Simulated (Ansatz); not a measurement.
In doubt: masses and optical values from hybrid runs of this build are listed as unsure, which bears on the screening that GW takes from such a start.

Si3N4 (Fd-3m), computed twice by G0W0.

```xyz
14
Lattice="0.0000 3.8937 3.8937 3.8937 0.0000 3.8937 3.8937 3.8937 0.0000" Properties=species:S:1:pos:R:3 pbc="T T T"
Si    2.9203    2.9203    0.9734
Si    2.9203    0.9734    2.9203
Si    0.9734    2.9203    2.9203
Si    0.9734    0.9734    0.9734
Si    5.8406    5.8406    5.8406
Si    3.8937    3.8937    3.8937
N     2.8624    2.8624    2.8624
N     6.8719    4.8092    4.8092
N     4.8092    4.8092    6.8719
N     4.8092    6.8719    4.8092
N     4.9251    4.9251    2.8624
N     4.9251    2.8624    4.9251
N     6.8719    6.8719    6.8719
N     2.8624    4.9251    4.9251
```

The cell and positions are those that the Materials Project relaxed with its own functionals (PBE, PBE+U or r2SCAN), kept fixed. This is not the form that Si3N4 usually takes at ambient conditions.

The first (Ansatz 0.2.0; start HSE06, 4×4×4 mesh, 268 empty bands, screening to 100 eV, PAW set soft_1 files; 1 × NVIDIA H100 80GB HBM3 (shared by 6 runs) with 2 threads of AMD EPYC 7R13 (Zen 3), shared host) gave, on its mesh: starting gap 4.68 eV, G0W0 gap 5.06 eV, RPA ε∞ (mean) 4.33, 48 s.

Q: The second changes start from HSE06 to PBE0. What does it give?

It gave: starting gap 5.42 eV, G0W0 gap 5.24 eV, RPA ε∞ (mean) 4.12, 52 s. The G0W0 gap moves by +0.17 eV, +0.75 eV from the start and −0.57 eV from the correction. Σc changes by −0.09 eV at the valence top and +0.08 eV at the conduction bottom, and Σx − Vxc between them by −0.74 eV.

Limits: not at the basis limit.

[Paths, hosts, dates, memory and timing lines, banners, echoed tables and standing remarks are left out of the program output.]

[Logs are printed without paths, hosts, clocks, repeated set-up lines and the standing remarks that a program may print on its own settings, such as how far it seeks lower states.]

[Runs of the session that timed out or met a known fault of the program may be left out.]

[Cells called generated may have been cut or substituted from an entry of the Crystallography Open Database or the Materials Project.]

[Hosts, paths, dates, database ids (printed as entryN), source tags and the programs' standing remarks are cut or masked in the printed files.]
